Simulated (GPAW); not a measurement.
# Surface energy and work function of Ca(100) from slabs of 4 to 14 layers (LDA)

How do energy and work function of Ca(100) films settle with thickness, and what surface energy follows?

**Method.** GPAW 26.7.0, plane waves at 450 eV with PAW setups; symmetric 1×1 slabs cut at the tabulated lattice constant (two decimals; low-temperature values for the alkali metals), atoms at bulk places, 7.5 Å of vacuum on each side, one in-plane mesh for all thicknesses, Fermi-Dirac smearing of 0.1 eV. Energies are extrapolated to zero smearing and count from the program's reference atoms. Functional LDA. The cell's area is 15.568 Å².

Results, with one row withheld:

| layers | energy (eV) | work function (eV) |
| --- | --- | --- |
| 4 | −8.1145 | 2.91 |
| 5 | −10.3980 | 2.91 |
| 6 | −12.6838 | 2.91 |
| 7 | −14.9679 | 2.91 |
| 8 | −17.2529 | 2.90 |
| 9 | −19.5388 | 2.91 |
| 10 | −21.8233 | 2.91 |
| 11 | −24.1078 | 2.91 |
| 12 | −26.3924 | 2.91 |
| 14 | ? | ? |

Q: What surface energy do these runs give, and what energy and work function should the 14-layer slab have?

A: A slab of n layers has E(n) = nε + 2Aγ once its middle is bulk-like. A line through n = 6 to 12 has the slope ε = −2.2849 eV a layer and the intercept 2Aγ = 1.0256 eV (r.m.s. residual 0.4 meV). So γ = 1.0256 / (2 × 15.568 Å²) = 0.0329 eV/Å² = 0.53 J/m², with a standard error of under 0.01 J/m² from the scatter about the line. For 14 layers: 1.0256 + 14 × (−2.2849) = −30.962 eV; the run gives −30.962 eV, 0.3 meV over the line. The work function has no such law: from 6 to 12 layers it moves between 2.90 and 2.91 eV (mean 2.91), and the 14-layer slab gives 2.91 eV. The thinnest slab, 4 layers, lies 0.00 eV from that mean.

Caveats: The surfaces are unrelaxed, so γ is an upper bound for this functional and lattice constant. The tabulated lattice constant isn't the functional's own, which strains the slab a little.
